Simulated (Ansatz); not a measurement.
**Sensitivity of the G0W0 gap of Na3MoO4Cl (P4/nmm)**

A base run on Na3MoO4Cl (P4/nmm), then changed inputs.

Main program and level: Ansatz 0.2.0; G0W0 on PBE, plane waves, PAW; PAW set soft_1.

Report form: the programs' logs are mostly left out.

### 1. Set-up

Symmetry: P4/nmm, No. 129, tetragonal system. Conventional cell: a = 7.494 Å, b = 7.494 Å, c = 5.341 Å, α = 90.00°, β = 90.00°, γ = 90.00°. Nearest to Na lie 4 O at 2.50 Å and 2 Cl at 2.78 Å. Na has 4 O at 2.35 Å and 2 Cl at 2.58 to 2.76 Å nearest. Mo has 4 O at 1.78 Å nearest. Cl has 6 Na at 2.58 to 2.78 Å nearest. O has 1 Mo at 1.78 Å and 3 Na at 2.35 to 2.50 Å nearest. Farther neighbours and most contacts between anions are not listed.

Geometry: measured cell, ions relaxed with PBE. The runs that relaxed it are not among those shown.

### 2. The base run: 2×2×2 mesh, 469 empty bands, screening to 78 eV, PAW set soft_1 files

Now the one-shot GW correction: screening in the RPA, then the self-energy of the levels asked for. This step takes PAW set soft_1 files.

File input.yaml:

```yaml
crystal:
  lattice:
    - [7.4942, 0.0, 0.0]
    - [0.0, 7.4942, 0.0]
    - [0.0, 0.0, 5.3409]
  atoms:
    - { symbol: Na, position: [0.75, 0.75, 0.0] }
    - { symbol: Na, position: [0.75, 0.25, 0.0] }
    - { symbol: Na, position: [0.25, 0.25, 0.0] }
    - { symbol: Na, position: [0.25, 0.75, 0.0] }
    - { symbol: Na, position: [0.5, 0.0, 0.6389095619] }
    - { symbol: Na, position: [0.0, 0.5, 0.3610904381] }
    - { symbol: Mo, position: [0.0, 0.0, 0.5] }
    - { symbol: Mo, position: [0.5, 0.5, 0.5] }
    - { symbol: Cl, position: [0.5, 0.0, 0.155433647] }
    - { symbol: Cl, position: [0.0, 0.5, 0.844566353] }
    - { symbol: O, position: [0.810272275, 0.0, 0.7004856242] }
    - { symbol: O, position: [0.5, 0.310272275, 0.7004856242] }
    - { symbol: O, position: [0.189727725, 0.0, 0.7004856242] }
    - { symbol: O, position: [0.5, 0.689727725, 0.7004856242] }
    - { symbol: O, position: [0.310272275, 0.5, 0.2995143758] }
    - { symbol: O, position: [0.0, 0.189727725, 0.2995143758] }
    - { symbol: O, position: [0.689727725, 0.5, 0.2995143758] }
    - { symbol: O, position: [0.0, 0.810272275, 0.2995143758] }
kpoints:
  mp_grid: { grid: [2, 2, 2] }
hamiltonian:
  xc: pbe
  pseudopotentials: { kind: paw, azcp: { folder: soft_1 } }
scf:
  occupations: { method: fixed }
gw:
  n_empty_bands: 469
  ecut_chi: 78
  qp_bands: [v4, c4]
  qp_kpoints: band_edges
  screening: { model: contour_deformation }
```

The run is started by

```sh
ansatz run input.yaml --threads 2 --pin off --max-ram 92160MiB --backend cuda --events-out ev --progress --plain --runs-dir out --devices 1 --max-vram 13GiB
```

Wall time 20 s (1 × NVIDIA H100 80GB HBM3 (shared by 6 runs) with 2 threads of AMD EPYC 7R13 (Zen 3), shared host); peak memory 1.6 GiB; 29 s of CPU time.

This step gave:

```
bands summed                                 : 541
RPA ε∞ on this mesh (eigenvalues)            : 2.522, 2.522, 2.546
plane waves in the screening matrix          : 487
q-points in the mesh                         : 8
G0W0 gap on the mesh                         : 7.106 eV
k of the valence top                         : -0.5, -0.5, -0.5
k of the conduction bottom                   : 0, 0, 0
starting gap on the mesh                     : 4.313 eV
Z at the valence top                         : 0.7526
Z at the conduction bottom                   : 0.8102
least direct G0W0 gap on the computed points : 7.123 eV
```

The gap on the mesh goes from 4.31 eV to 7.11 eV, a correction of +2.79 eV, though a band edge has moved to another state.

### 3. Variant: static remainder

This step: G0W0 on PBE, plane waves, norm-conserving pseudopotentials.

Edit input.yaml of step 2 so:

```diff
@@ -28,3 +28,3 @@
   xc: pbe
-  pseudopotentials: { kind: paw, azcp: { folder: soft_1 } }
+  pseudopotentials: { kind: nc }
 scf:
@@ -32,4 +32,4 @@
 gw:
-  n_empty_bands: 469
-  ecut_chi: 78
+  n_empty_bands: 316
+  ecut_chi: 100
   qp_bands: [v4, c4]
@@ -37 +37,2 @@
   screening: { model: contour_deformation }
+  static_remainder: true
```

Run time: 22 s. Hardware: 1 × NVIDIA H100 80GB HBM3 (shared by 6 runs) with 2 threads; peak memory 2.7 GiB; 33 s of CPU time.

Against the base:

| setting | base | variant |
| --- | --- | --- |
| files | PAW set soft_1 | norm-conserving |
| empty bands | 469 | 316 |
| screening cutoff (eV) | 78 | 100 |
| static remainder | - | true |

| quantity | variant | base |
| --- | --- | --- |
| starting gap on the mesh | 4.310 | 4.313 |
| G0W0 gap on the mesh | 6.973 | 7.106 |
| least direct G0W0 gap on the computed points | 6.990 | 7.123 |
| Z at the valence top | 0.750 | 0.753 |
| Z at the conduction bottom | 0.808 | 0.810 |

### 4. Variant: low screening cutoff

This step: G0W0 on PBE, plane waves, PAW; PAW set soft_1.

Edit input.yaml of step 3 so:

```diff
@@ -28,3 +28,3 @@
   xc: pbe
-  pseudopotentials: { kind: nc }
+  pseudopotentials: { kind: paw, azcp: { folder: soft_1 } }
 scf:
@@ -32,4 +32,4 @@
 gw:
-  n_empty_bands: 316
-  ecut_chi: 100
+  n_empty_bands: 895
+  ecut_chi: 55
   qp_bands: [v4, c4]
@@ -37,2 +37 @@
   screening: { model: contour_deformation }
-  static_remainder: true
```

It took 27 s on 1 × NVIDIA H100 80GB HBM3 (shared by 6 runs) with 2 threads; peak memory 2 GiB.

Against the base:

| setting | base | variant |
| --- | --- | --- |
| empty bands | 469 | 895 |
| screening cutoff (eV) | 78 | 55 |

| quantity | variant | base |
| --- | --- | --- |
| starting gap on the mesh | 4.313 | 4.313 |
| G0W0 gap on the mesh | 7.097 | 7.106 |
| least direct G0W0 gap on the computed points | 7.114 | 7.123 |
| Z at the valence top | 0.757 | 0.753 |
| Z at the conduction bottom | 0.813 | 0.810 |

### 5. What came out

| Property | Result |
| --- | --- |
| base | 7.11 eV, 20 s |
| static remainder | 6.97 eV, 22 s |
| low screening cutoff | 7.10 eV, 27 s |

Static remainder: the gap moves by −0.13 eV (the plane-wave cutoff goes from 420 to 1240 eV); such settings are too crude to quote. The variant differs from the base in files, empty bands, screening cutoff and static remainder together, so the change can't be laid to one of them. This option needs pseudo pair densities, which the log warns can misplace gaps. Low screening cutoff: the gap moves by −0.01 eV; such settings are too crude to quote. The variant differs from the base in empty bands and screening cutoff together, so the change can't be laid to one of them. All runs here use a coarse mesh and modest cutoffs; they test settings and are not final values. The 2×2×2 mesh is coarse for this cell (its supercell is 11 Å along the shortest edge). The RPA ε∞ on it, from the PBE start, is 2.52 and 2.55; such meshes misread the long-range screening, most where the gap is narrow. The many-body steps are scalar-relativistic: spin-orbit coupling is not in them.

[Paths, hosts, dates, memory and timing lines, banners, echoed tables and standing remarks are left out of the program output.]

[Logs are printed without paths, hosts, clocks, repeated set-up lines and the standing remarks that a program may print on its own settings, such as how far it seeks lower states.]

[Runs of the session that timed out or met a known fault of the program may be left out.]

[Cells called generated may have been cut or substituted from an entry of the Crystallography Open Database or the Materials Project.]

[Hosts, paths, dates, database ids (printed as entryN), source tags and the programs' standing remarks are cut or masked in the printed files.]
